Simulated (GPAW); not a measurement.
## An In chain with one Zn atom in line: transmission at several levels

Aim: T(E), conductance and thermopower of an In chain with one Zn atom in line, and what cheaper settings cost in accuracy.

Program: GPAW 26.7.0. Level of theory: GPAW LCAO, PAW setups; Landauer transmission from Green's functions with principal layers (ASE), zero bias. Results are calculated unless marked as measured.

## 1. The structure

The cell holds 11 atoms: 10 In and 1 Zn. Cell: a = 9.000 Å, b = 9.000 Å, c = 32.077 Å, α = 90.0°, β = 90.0°, γ = 90.0°. Regions: left lead, 5 atoms (5 In); channel, 1 atom (1 Zn); right lead, 5 atoms (5 In). Vacuum lies along a and b. The structure is stacked along c, and the current runs across the ab planes.

## 2. GPAW, dzp

The script solves lead and junction separately, takes H and S in the orbital basis, and joins semi-infinite leads through their self-energies; the dzp basis is the working standard.

run.py reads:

```python
import json
import numpy as np
from ase import Atoms
from ase.transport.calculators import TransportCalculator
from gpaw import GPAW, FermiDirac
from gpaw.lcao.tools import get_lcao_hamiltonian
from scipy.linalg import eigh

# The junction with lead layers at both ends, along the third cell vector
device = Atoms(
    ['In', 'In', 'In', 'In', 'In', 'Zn', 'In', 'In', 'In', 'In', 'In'],
    positions=[
        [4.50000, 4.50000, 1.47500],
        [4.50000, 4.50000, 4.42500],
        [4.50000, 4.50000, 7.37500],
        [4.50000, 4.50000, 10.32500],
        [4.50000, 4.50000, 13.27500],
        [4.50000, 4.50000, 16.03830],
        [4.50000, 4.50000, 18.80160],
        [4.50000, 4.50000, 21.75160],
        [4.50000, 4.50000, 24.70160],
        [4.50000, 4.50000, 27.65160],
        [4.50000, 4.50000, 30.60160]],
    cell=[[9.0, 0.0, 0.0], [0.0, 9.0, 0.0], [0.0, 0.0, 32.0766]],
    pbc=True)

# One principal layer of the lead: the first 3 atoms of the device
lead = Atoms(
    ['In', 'In', 'In'],
    positions=[
        [4.50000, 4.50000, 1.47500],
        [4.50000, 4.50000, 4.42500],
        [4.50000, 4.50000, 7.37500]],
    cell=[[9.0, 0.0, 0.0], [0.0, 9.0, 0.0], [0.0, 0.0, 8.85]],
    pbc=True)

settings = dict(mode='lcao', basis='dzp', xc='PBE', h=0.2,
                occupations=FermiDirac(0.1), maxiter=250,
                mixer=dict(beta=0.1, nmaxold=8, weight=100.0),
                convergence=dict(density=0.0001))
energies = np.arange(-3, 3 + 1e-9, 0.075)
eta = 0.0001
n1, n2 = 1, 1
# k and -k transmit alike, so half of the mesh across the current serves
mesh = [(i, j) for i in range(n1) for j in range(n2) if (i, j) <= (-i % n1, -j % n2)]
weights = np.array([1 if (i, j) == (-i % n1, -j % n2) else 2 for i, j in mesh]) / (n1 * n2)

# [... helper functions left out ...]
fermi_lead = ground_state(lead, (1, 1, 13), 'lead.txt')
fermi_device = ground_state(device, (1, 1, 3), 'device.txt')
# [... loop over the mesh left out, but for ...]
        # Shift the lead onto the potential of the device's first layer
        shift = ((H[:, 0, 0] - H0[:, 0, 0]) / S0[0, 0]).real.mean()
# [...]
kT = 8.617333e-5 * 300
bias = [0.1, 0.2, 0.5, 1.0, 1.5, 2.0]
# [... integrals and printing left out ...]
```

On the command line:

```
OMP_NUM_THREADS=1 OPENBLAS_NUM_THREADS=1 python run.py
```

The log of the run:

```text
basis functions: device 251, principal layer 69
Fermi level: lead -2.2014 eV, device -2.1999 eV; lead shifted by -0.0120 eV
largest coupling past the next layer 1.88e-06 eV, largest misfit of the first layer 0.020 eV
  E-E_F (eV)   T (one spin)  [channel counts left out]
    -3.000    7.0592e-01
    -2.925    7.0527e-01
    -2.850    7.0304e-01
    -2.775    6.9895e-01
    -2.700    6.9266e-01
    -2.625    6.8366e-01
    -2.550    6.7126e-01
    -2.475    6.5440e-01
    -2.400    6.3148e-01
    -2.325    5.9993e-01
    -2.250    5.5528e-01
    -2.175    4.8924e-01
    -2.100    3.8437e-01
    -2.025    1.9693e-01
    -1.950    4.6032e-07
    -1.875    6.3175e-07
[...]
2.475    2.3933e+00
     2.550    2.3747e+00
     2.625    2.3516e+00
     2.700    2.3233e+00
     2.775    2.2892e+00
     2.850    2.2477e+00
     2.925    2.1959e+00
     3.000    2.1297e+00
conductance at 300 K: 2.3915 G0 a cell; thermopower -4.43 uV/K
current from the zero-bias T(E) at 0.1 V: 18.419 uA
current from the zero-bias T(E) at 0.2 V: 36.128 uA
current from the zero-bias T(E) at 0.5 V: 80.713 uA
current from the zero-bias T(E) at 1.0 V: 144.62 uA
current from the zero-bias T(E) at 1.5 V: 207.44 uA
current from the zero-bias T(E) at 2.0 V: 271.08 uA
```

Run time: 40 s. Hardware: 1 thread of Arm Neoverse V2, shared host; peak memory 1.1 GiB.

This step gave:

- conductance: 2.391 G₀
- largest coupling past the next principal layer: 1.88e-6 eV
- largest misfit of the first principal layer: 0.02030 eV
- shift that aligns the lead: -0.01205 eV
- basis functions of the junction: 251
- basis functions of a principal layer: 69
- transmission at the Fermi level (one spin): 2.434

One spin. Transmission, zone mean against energy, zero at the Fermi level:

| energy (eV) | transmission, zone mean |
| --- | --- |
| -3.00 | 0.706 |
| -2.85 | 0.703 |
| -2.70 | 0.693 |
| -2.55 | 0.671 |
| -2.33 | 0.600 |
| -2.17 | 0.489 |
| -2.02 | 0.197 |
| -1.88 | 6.3e-7 |
| -1.73 | 8.0e-8 |
| -1.57 | 1.9e-8 |
| -1.35 | 1.2e-7 |
| -1.20 | 0.877 |
| -1.05 | 0.985 |
| -0.90 | 0.998 |
| -0.75 | 0.999 |
| -0.60 | 0.997 |
| -0.38 | 0.994 |
| -0.23 | 0.993 |
| -0.07 | 2.31 |
| 0.00 | 2.43 |
| 0.07 | 2.43 |
| 0.23 | 2.36 |
| 0.38 | 2.30 |
| 0.60 | 2.24 |
| 0.75 | 2.26 |
| 0.90 | 2.30 |
| 1.05 | 2.33 |
| 1.20 | 2.35 |
| 1.35 | 2.36 |
| 1.57 | 2.37 |
| 1.73 | 2.39 |
| 1.88 | 2.40 |
| 2.02 | 2.42 |
| 2.17 | 2.43 |
| 2.33 | 2.42 |
| 2.55 | 2.37 |
| 2.70 | 2.32 |
| 2.85 | 2.25 |
| 3.00 | 2.13 |

Not self-consistent under bias; the bias window is split evenly. The current through one cell, from the zero-bias transmission by bias:

```
bias (V)  current through one cell, from the zero-bias transmission (μA)
   0.100                                                            18.4
   0.200                                                            36.1
   0.500                                                            80.7
   1.000                                                             145
   1.500                                                             207
   2.000                                                             271
```

Table of transmission of the three most open eigenchannels by energy, zero at the Fermi level:

```
energy (eV)  channel 1  channel 2 = channel 3
    -3.0000      0.706                      0
    -2.7750      0.699                      0
    -2.4750      0.654                      0
    -2.2500      0.555                      0
    -2.0250      0.197                      0
    -1.7250     8.0e-8                      0
    -1.5000     2.0e-8                      0
    -1.2750      0.293                      0
    -0.9750      0.995                      0
    -0.7500      0.999                      0
    -0.5250      0.996                      0
    -0.2250      0.993                6.7e-10
     0.0000      0.991                  0.722
     0.2250      0.989                  0.688
     0.5250      0.988                  0.628
     0.7500      0.988                  0.634
     0.9750      0.988                  0.664
     1.2750      0.989                  0.686
     1.5000      0.989                  0.690
     1.7250      0.990                  0.698
     2.0250      0.992                  0.713
     2.2500      0.988                  0.715
     2.4750      0.994                  0.700
     2.7750      0.995                  0.647
     3.0000      0.995                  0.567
```

Couplings past the next layer reach 1.9e-6 eV, small enough to drop; the matrix elements of the cell's first layer differ from the bulk lead's by up to 0.020 eV. That layer keeps its own values in the calculation, and only beyond it is the lead taken as perfect. The Fermi levels of lead and junction count from different zeros of potential, one for each periodic cell; with both set to zero, the small remaining shift is what aligns them. By hand: G = 2.391 × 77.48 μS = 185 μS, a resistance of 5.40 kΩ; at 0.1 V a linear junction would pass 18.5 μA, and the integral over the bias window gives 18.4 μA.

## 3. Single-zeta polarised basis

One radial function a shell plus polarisation makes the matrices smaller; the question is what that costs.

run.py: that of step 2 with these lines changed.

```diff
@@ -36,3 +36,3 @@
 
-settings = dict(mode='lcao', basis='dzp', xc='PBE', h=0.2,
+settings = dict(mode='lcao', basis='szp(dzp)', xc='PBE', h=0.2,
                 occupations=FermiDirac(0.1), maxiter=250,
```

The log of the run:

```text
basis functions: device 152, principal layer 42
Fermi level: lead -2.3506 eV, device -2.3445 eV; lead shifted by -0.0134 eV
largest coupling past the next layer 1.86e-06 eV, largest misfit of the first layer 0.021 eV
  E-E_F (eV)   T (one spin)  [channel counts left out]
    -3.000    6.4424e-01
    -2.925    6.3974e-01
    -2.850    6.3302e-01
    -2.775    6.2362e-01
    -2.700    6.1090e-01
    -2.625    5.9394e-01
    -2.550    5.7135e-01
    -2.475    5.4104e-01
    -2.400    4.9957e-01
    -2.325    4.4104e-01
    -2.250    3.5429e-01
    -2.175    2.1557e-01
    -2.100    1.0715e-06
    -2.025    1.4635e-07
    -1.950    4.9152e-07
    -1.875    5.1242e-07
[...]
2.475    2.3934e+00
     2.550    2.3719e+00
     2.625    2.3452e+00
     2.700    2.3130e+00
     2.775    2.2743e+00
     2.850    2.2274e+00
     2.925    2.1695e+00
     3.000    2.0960e+00
conductance at 300 K: 2.3732 G0 a cell; thermopower -4.865 uV/K
current from the zero-bias T(E) at 0.1 V: 18.267 uA
current from the zero-bias T(E) at 0.2 V: 35.762 uA
current from the zero-bias T(E) at 0.5 V: 79.692 uA
current from the zero-bias T(E) at 1.0 V: 143.35 uA
current from the zero-bias T(E) at 1.5 V: 206.02 uA
current from the zero-bias T(E) at 2.0 V: 269.56 uA
```

The job ended after 32 s (1 thread; peak memory 1.1 GiB).

Numbers from this step:

```yaml
conductance: 2.373 G₀
largest_coupling_past_the_next_principal_layer: 1.86e-6 eV
largest_misfit_of_the_first_principal_layer: 0.02063 eV
shift_that_aligns_the_lead: -0.01343 eV
basis_functions_of_the_junction: 152
basis_functions_of_a_principal_layer: 42
transmission_at_the_fermi_level_one_spin: 2.420
```

One spin. The transmission, zone mean by energy, zero at the Fermi level:

energy (eV), transmission, zone mean and a bar:
```
    -3.00       0.64 ########
    -2.77       0.62 ########
    -2.55       0.57 #######
    -2.40       0.50 ######
    -2.17       0.22 ###
    -1.95       0.00 
    -1.73       0.00 
    -1.57       0.00 
    -1.35       0.00 
    -1.12       0.93 ###########
    -0.90       1.00 ############
    -0.75       1.00 ############
    -0.53       1.00 ############
    -0.30       0.99 ############
    -0.07       2.29 ############################
     0.00       2.42 ##############################
     0.07       2.42 ##############################
     0.30       2.31 ############################
     0.53       2.23 ############################
     0.75       2.25 ############################
     0.90       2.29 ############################
     1.12       2.35 #############################
     1.35       2.37 #############################
     1.57       2.38 #############################
     1.73       2.40 ##############################
     1.95       2.42 ##############################
     2.17       2.43 ##############################
     2.40       2.41 ##############################
     2.55       2.37 #############################
     2.77       2.27 ############################
     3.00       2.10 ##########################
```

Not self-consistent under bias; the bias window is split evenly. Table of current through one cell, from the zero-bias transmission by bias:

```
bias (V)  current through one cell, from the zero-bias transmission (μA)
   0.100                                                            18.3
   0.200                                                            35.8
   0.500                                                            79.7
   1.000                                                             143
   1.500                                                             206
   2.000                                                             270
```

Transmission of the three most open eigenchannels against energy, zero at the Fermi level:

```csv
energy (eV),channel 1,channel 2 = channel 3
-3.0000,0.644,0
-2.7750,0.624,0
-2.4750,0.541,0
-2.2500,0.354,0
-2.0250,1.5e-7,0
-1.7250,1.5e-8,0
-1.5000,8.9e-9,0
-1.2750,4.6e-7,0
-0.9750,0.989,0
-0.7500,0.999,0
-0.5250,0.997,0
-0.2250,0.992,3.8e-10
0.0000,0.989,0.715
0.2250,0.987,0.683
0.5250,0.986,0.624
0.7500,0.985,0.632
0.9750,0.986,0.665
1.2750,0.986,0.690
1.5000,0.987,0.696
1.7250,0.989,0.705
2.0250,0.990,0.719
2.2500,0.991,0.719
2.4750,0.993,0.700
2.7750,0.994,0.640
3.0000,0.995,0.551
```

The conductance, 2.37 G₀, lies 0.8 % below that of the dzp run.

## 4. GPAW, sz: basis = "sz(dzp)"

One function for each valence shell of the setup, as for a first survey of a large system.

run.py: that of step 3 with these lines changed.

```diff
@@ -36,3 +36,3 @@
 
-settings = dict(mode='lcao', basis='szp(dzp)', xc='PBE', h=0.2,
+settings = dict(mode='lcao', basis='sz(dzp)', xc='PBE', h=0.2,
                 occupations=FermiDirac(0.1), maxiter=250,
```

The log of the run:

```text
basis functions: device 99, principal layer 27
Fermi level: lead -2.2681 eV, device -2.2808 eV; lead shifted by -0.0092 eV
largest coupling past the next layer 1.93e-06 eV, largest misfit of the first layer 0.020 eV
  E-E_F (eV)   T (one spin)  [channel counts left out]
    -3.000    7.6890e-01
    -2.925    7.7008e-01
    -2.850    7.7021e-01
[...]
2.925    2.2201e+00
     3.000    2.1601e+00
conductance at 300 K: 2.3912 G0 a cell; thermopower -4.531 uV/K
current from the zero-bias T(E) at 0.1 V: 18.429 uA
current from the zero-bias T(E) at 0.2 V: 36.234 uA
current from the zero-bias T(E) at 0.5 V: 81.478 uA
current from the zero-bias T(E) at 1.0 V: 146.04 uA
current from the zero-bias T(E) at 1.5 V: 209.73 uA
current from the zero-bias T(E) at 2.0 V: 274.16 uA
```

Run time: 21 s. Hardware: 1 thread; peak memory 1 GiB.

Numbers from this step:

```
conductance                                    : 2.391 G₀
largest coupling past the next principal layer : 1.93e-6 eV
largest misfit of the first principal layer    : 0.02008 eV
shift that aligns the lead                     : -0.009183 eV
basis functions of the junction                : 99
basis functions of a principal layer           : 27
transmission at the Fermi level (one spin)     : 2.431
```

One spin. Table of transmission, zone mean by energy, zero at the Fermi level:

```
energy (eV)  transmission, zone mean
      -3.00                    0.769
      -2.77                    0.769
      -2.55                    0.757
      -2.40                    0.738
      -2.17                    0.670
      -1.95                    0.425
      -1.73                   5.1e-6
      -1.57                   4.7e-8
      -1.35                   7.4e-8
      -1.12                    0.948
      -0.90                    0.998
      -0.75                    0.999
      -0.53                    0.997
      -0.30                    0.995
      -0.07                     2.30
       0.00                     2.43
       0.07                     2.44
       0.30                     2.36
       0.53                     2.29
       0.75                     2.30
       0.90                     2.34
       1.12                     2.38
       1.35                     2.41
       1.57                     2.41
       1.73                     2.41
       1.95                     2.42
       2.17                     2.43
       2.40                     2.42
       2.55                     2.39
       2.77                     2.31
       3.00                     2.16
```

The conductance equals that of the dzp run to 0.2 %.

## 5. RPBE in the dzp basis: xc = "RPBE"

Back in the dzp basis, the functional changes from PBE to RPBE, to set the spread between functionals beside that between bases.

run.py: that of step 4 with these lines changed.

```diff
@@ -36,3 +36,3 @@
 
-settings = dict(mode='lcao', basis='sz(dzp)', xc='PBE', h=0.2,
+settings = dict(mode='lcao', basis='dzp', xc='RPBE', h=0.2,
                 occupations=FermiDirac(0.1), maxiter=250,
```

The log of the run:

```text
basis functions: device 251, principal layer 69
Fermi level: lead -2.0811 eV, device -2.0791 eV; lead shifted by -0.0120 eV
largest coupling past the next layer 1.88e-06 eV, largest misfit of the first layer 0.020 eV
  E-E_F (eV)   T (one spin)  [channel counts left out]
    -3.000    7.1175e-01
    -2.925    7.1189e-01
    -2.850    7.1058e-01
[...]
2.925    2.2161e+00
     3.000    2.1509e+00
conductance at 300 K: 2.3991 G0 a cell; thermopower -4.401 uV/K
current from the zero-bias T(E) at 0.1 V: 18.479 uA
current from the zero-bias T(E) at 0.2 V: 36.248 uA
current from the zero-bias T(E) at 0.5 V: 80.963 uA
current from the zero-bias T(E) at 1.0 V: 144.97 uA
current from the zero-bias T(E) at 1.5 V: 207.95 uA
current from the zero-bias T(E) at 2.0 V: 271.82 uA
```

The job ended after 40 s (1 thread; peak memory 1.1 GiB).

This step gave:

| Item | Value |
| --- | --- |
| conductance | 2.399 G₀ |
| largest coupling past the next principal layer | 1.88e-6 eV |
| largest misfit of the first principal layer | 0.02019 eV |
| shift that aligns the lead | -0.01204 eV |
| basis functions of the junction | 251 |
| basis functions of a principal layer | 69 |
| transmission at the Fermi level (one spin) | 2.442 |

The conductance, 2.40 G₀, lies 0.3 % above that of the dzp run.

## 6. Cost and result by level

Times are for 1 thread of Arm Neoverse V2, shared host. The runs compared:

```csv
no.,run,conductance (G₀),time,memory (GiB)
1,dzp,2.391,40 s,1.1
2,szp,2.373,32 s,1.1
3,sz,2.391,21 s,1
4,dzp RPBE,2.399,40 s,1.1
```

## 7. Comparison

The curves are compared point by point over the common energies.

This step: comparison of transmission and cost over codes and levels (GPAW 26.7.0).

Ladder, by row:

```csv
step,code,T at the Fermi level (sum over the listed spins),conductance (G0),r.m.s. T(E) from the first,wall time (s),peak memory (GiB),threads
dzp,GPAW,2.434,2.391,0,39.72,1.11,1
szp,GPAW,2.42,2.373,0.08026,32.47,1.08,1
sz,GPAW,2.431,2.391,0.08958,21.41,1,1
dzp-RPBE,GPAW,2.442,2.399,0.03126,39.58,1.11,1
```

The transmission, zone mean, sum over the listed spins by energy, zero at the Fermi level:

```csv
energy (eV),dzp,szp,sz,dzp-RPBE
-3.000,0.706,0.644,0.769,0.712
-2.475,0.654,0.541,0.749,0.671
-2.025,0.197,1.5e-7,0.553,0.308
-1.500,2.0e-8,8.9e-9,3.2e-8,2.6e-8
-0.975,0.995,0.989,0.994,0.997
-0.525,0.996,0.997,0.997,0.994
0.000,2.43,2.42,2.43,2.44
0.075,2.43,2.42,2.44,2.44
0.525,2.24,2.23,2.29,2.25
0.975,2.32,2.32,2.35,2.33
1.500,2.37,2.38,2.41,2.38
2.025,2.42,2.43,2.43,2.43
2.175,2.43,2.43,2.43,2.44
2.250,2.42,2.43,2.43,2.45
2.475,2.39,2.39,2.41,2.41
3.000,2.13,2.10,2.16,2.15
```

(Continued in part 2 of 2.)

[Logs are printed without paths, hosts, clocks, repeated set-up lines and the standing remarks that a program may print on its own settings, such as how far it seeks lower states.]

[Hosts, paths, dates, database ids (printed as entryN), source tags and the programs' standing remarks are cut or masked in the printed files.]
